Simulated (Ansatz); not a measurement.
**Changed inputs in constrained RPA: KFeBr3 (cubic perovskite) (Pm-3m)**

Aim: hold the target of a cRPA run on KFeBr3 (cubic perovskite) (Pm-3m) and move one thing at a time.

Method: constrained RPA on LDA, plane waves, PAW, in Ansatz 0.2.0.

Report form: the programs' logs are mostly left out.

The structure was built from a prototype and need not be the compound's stable phase.

In doubt: RPA on norm-conserving files with a d shell is listed as unsure (step 7), so the values of those runs are not to be relied on.

## 1. The structure

The structure is cubic, space group Pm-3m (No. 221). Conventional cell: a = 4.864 Å, b = 4.864 Å, c = 4.864 Å, α = 90.00°, β = 90.00°, γ = 90.00°. Nearest to K lie 12 Br at 3.44 Å. Nearest to Fe lie 6 Br at 2.43 Å. Nearest to Br lie 2 Fe at 2.43 Å and 4 K at 3.44 Å. Farther neighbours and most contacts between anions are not listed.

The structure was relaxed with LDA. The structure type comes from a generator and need not be one that this composition takes. The structure was generated from a model, not taken from a measurement. The runs that relaxed it are not among those shown. The program's search for lower electronic states was switched off, so nothing shows that the state found is the lowest. The default PAW set here is soft_2. Its files were made with PBE.

## 2. Base: Fe d, bands v3 to c2, 4×4×4 mesh, medium accuracy

Constrained RPA screens the interaction with every transition except those inside the target bands, which a later many-body model would treat itself.

input.yaml

```yaml
crystal:
  lattice:
    - [0.0, 0.0, -4.86441326]
    - [0.0, -4.86441326, 0.0]
    - [-4.86441326, 0.0, 0.0]
  atoms:
    - { symbol: K, position: [0.0, 0.0, 0.0] }
    - { symbol: Fe, position: [0.5, 0.5, 0.5] }
    - { symbol: Br, position: [0.5, 0.5, 0.0] }
    - { symbol: Br, position: [0.5, 0.0, 0.5] }
    - { symbol: Br, position: [0.0, 0.5, 0.5] }
kpoints:
  mp_grid: { grid: [6, 6, 6] }
hamiltonian:
  xc: lda
scf:
  occupations: { method: gaussian, width: 0.08 }
  n_extra_bands: 19
  max_iter: 150
  lower_state_search: "off"
output:
  crpa:
    kmesh: [4, 4, 4]
    target_bands: [v3, c2]
    projections: [{ species: Fe, l: d, shell: 3 }]
  local_orbitals:
    kmesh: [8, 8, 8]
    orbitals: [{ species: Fe, l: d, shell: 3 }]
    window: { bands: [v3, c2] }
    seedname: lo
```

On the command line:

```
$ ansatz run input.yaml --threads 4 --pin off --max-ram 9216MiB --backend cpu --events-out ev --progress --plain --runs-dir out
```

Elapsed: 2.4 min, on 4 threads of Arm Neoverse V2, shared host; peak memory 0.78 GiB; 8.8 min of CPU time.

This step gave:

* U: 3.543 eV
* U prime (inter-orbital): 2.652 eV
* J: 0.4358 eV
* bare V: 17.44 eV
* bare J: 0.5627 eV
* stated bound on U: 0.003867 eV
* U over bare V: 0.2031
* electrons in the window: 6.000
* head of the constrained inverse dielectric matrix: 0.2378
* least eigenvalue of the projection's overlap: 0.5513
* target functions: 5
* bands in the sums: 50
* r.m.s. miss of the model bands: 0.001700 eV
* width of the target bands: 3.431 eV
* weight of the projected orbitals in the window: 0.8029

On the Fe d shell, screening brings the on-site interaction from 17.4 eV down to U = 3.54 eV.

## 3. Changed: 2×2×2 mesh

input.yaml, as its differences from that of step 2:

```diff
@@ -22,9 +22,4 @@
   crpa:
-    kmesh: [4, 4, 4]
+    kmesh: [2, 2, 2]
     target_bands: [v3, c2]
     projections: [{ species: Fe, l: d, shell: 3 }]
-  local_orbitals:
-    kmesh: [8, 8, 8]
-    orbitals: [{ species: Fe, l: d, shell: 3 }]
-    window: { bands: [v3, c2] }
-    seedname: lo
```

It took 17 s on 4 threads; peak memory 0.64 GiB.

This step gave:

| Property | Result |
| --- | --- |
| U | 4.251 eV |
| U prime (inter-orbital) | 3.281 eV |
| J | 0.4738 eV |
| bare V | 18.58 eV |
| bare J | 0.6038 eV |
| stated bound on U | 0.01025 eV |
| U over bare V | 0.2288 |
| electrons in the window | 6.000 |
| head of the constrained inverse dielectric matrix | 0.2120 |
| least eigenvalue of the projection's overlap | 0.5513 |
| target functions | 5 |
| bands in the sums | 50 |
| width of the target bands | 3.431 eV |
| weight of the projected orbitals in the window | 0.8029 |

On the Fe d shell, screening brings the on-site interaction from 18.6 eV down to U = 4.25 eV.

## 4. Changed: accuracy high

input.yaml, as its differences from that of step 3:

```diff
@@ -22,4 +22,5 @@
   crpa:
-    kmesh: [2, 2, 2]
+    kmesh: [4, 4, 4]
     target_bands: [v3, c2]
     projections: [{ species: Fe, l: d, shell: 3 }]
+    accuracy: high
```

Wall time 3.3 min (4 threads); peak memory 0.88 GiB.

This step gave:

```
U                                                 : 3.543 eV
U prime (inter-orbital)                           : 2.652 eV
J                                                 : 0.4359 eV
bare V                                            : 17.44 eV
bare J                                            : 0.5627 eV
stated bound on U                                 : 6.94e-4 eV
U over bare V                                     : 0.2032
electrons in the window                           : 6.000
head of the constrained inverse dielectric matrix : 0.2378
least eigenvalue of the projection's overlap      : 0.5513
target functions                                  : 5
bands in the sums                                 : 50
width of the target bands                         : 3.431 eV
weight of the projected orbitals in the window    : 0.8029
```

On the Fe d shell, screening brings the on-site interaction from 17.4 eV down to U = 3.54 eV.

## 5. Changed: smooth pair densities

input.yaml, as its differences from that of step 4:

```diff
@@ -25,2 +25,2 @@
     projections: [{ species: Fe, l: d, shell: 3 }]
-    accuracy: high
+    pair_densities: pseudo
```

It took 2 min on 4 threads; peak memory 0.69 GiB.

This step gave:

- U: 3.585 eV
- U prime (inter-orbital): 2.644 eV
- J: 0.4620 eV
- bare V: 17.44 eV
- bare J: 0.5627 eV
- stated bound on U: 0.002799 eV
- U over bare V: 0.2056
- electrons in the window: 6.000
- head of the constrained inverse dielectric matrix: 0.2380
- least eigenvalue of the projection's overlap: 0.5513
- target functions: 5
- bands in the sums: 50
- width of the target bands: 3.431 eV
- weight of the projected orbitals in the window: 0.8029

On the Fe d shell, screening brings the on-site interaction from 17.4 eV down to U = 3.59 eV.

## 6. Changed: spin-orbit coupling, which the program doesn't serve

This step: constrained RPA on LDA with spin-orbit coupling, plane waves, PAW.

input.yaml, as its differences from that of step 5:

```diff
@@ -20,2 +20,5 @@
   lower_state_search: "off"
+magnetization:
+  noncollinear: true
+  spin_orbit: true
 output:
@@ -25,2 +28 @@
     projections: [{ species: Fe, l: d, shell: 3 }]
-    pair_densities: pseudo
```

Wall time 0.03 s (4 threads); peak memory 0.033 GiB.

The program refused the input before any cycle.

The program's message: “Error: output.crpa with magnetization.noncollinear: true — the cRPA pipeline runs scalar-band solve channels only (unpolarised or collinear) — spinor oscillator elements are not implemented; use a col …”

The fault put into this input: spin-orbit coupling, which the program doesn't serve.

## 7. Changed: potentials

This step: constrained RPA on LDA, plane waves, norm-conserving pseudopotentials.

input.yaml, as its differences from that of step 6:

```diff
@@ -15,2 +15,3 @@
   xc: lda
+  pseudopotentials: { kind: nc }
 scf:
@@ -20,5 +21,2 @@
   lower_state_search: "off"
-magnetization:
-  noncollinear: true
-  spin_orbit: true
 output:
```

Wall time 8.9 min (4 threads); peak memory 2.1 GiB; 34 min of CPU time.

Numbers from this step:

| Property | Result |
| --- | --- |
| U | 3.546 eV |
| U prime (inter-orbital) | 2.656 eV |
| J | 0.4343 eV |
| bare V | 17.46 eV |
| bare J | 0.5625 eV |
| stated bound on U | 0.005188 eV |
| U over bare V | 0.2030 |
| electrons in the window | 6 |
| head of the constrained inverse dielectric matrix | 0.2380 |
| least eigenvalue of the projection's overlap | 0.5828 |
| target functions | 5 |
| bands in the sums | 50 |
| width of the target bands | 3.370 eV |
| weight of the projected orbitals in the window | 0.8160 |

On the Fe d shell, screening brings the on-site interaction from 17.5 eV down to U = 3.55 eV.

## 8. Side by side

Times are wall times on 4 threads of Arm Neoverse V2, shared host, good to a factor of about two.

```csv
run,bare V (eV),U (eV),J (eV),bound on U (eV),width (eV),time
target window,17.44,3.543,0.436,0.0039,3.43,2.4 min
2×2×2 mesh,18.58,4.251,0.474,0.0102,3.43,17 s
accuracy high,17.44,3.543,0.436,0.0007,3.43,3.3 min
smooth pair densities,17.44,3.585,0.462,0.0028,3.43,2 min
potentials,17.46,3.546,0.434,0.0052,3.37,8.9 min
```

## 9. What came out

| Quantity | Value |
| --- | --- |
| target window | U 3.54 eV, J 0.44 eV |
| 2×2×2 mesh | U 4.25 eV, J 0.47 eV |
| accuracy high | U 3.54 eV, J 0.44 eV |
| smooth pair densities | U 3.59 eV, J 0.46 eV |
| potentials | U 3.55 eV, J 0.43 eV |

What this shows: 2×2×2 mesh moves U by +0.71 eV at 0.12 times the time. Accuracy high moves U by +0.001 eV (within the solver's bounds, for the mean over orbitals). Smooth pair densities moves U by +0.04 eV. Potentials moves U by +0.003 eV (within the solver's bounds, for the mean over orbitals) at 3.8 times the time. The printed bound covers the solver alone, not the mesh, and no denser mesh than the base was run. The parent state is non-magnetic and the interaction static (zero frequency); U depends on the window and the orbitals, so it belongs to this model alone.

[Paths, hosts, dates, memory and timing lines, banners, echoed tables and standing remarks are left out of the program output.]

[Logs are printed without paths, hosts, clocks, repeated set-up lines and the standing remarks that a program may print on its own settings, such as how far it seeks lower states.]

[Runs of the session that timed out or met a known fault of the program may be left out.]

[Hosts, paths, dates, database ids (printed as entryN), source tags and the programs' standing remarks are cut or masked in the printed files.]
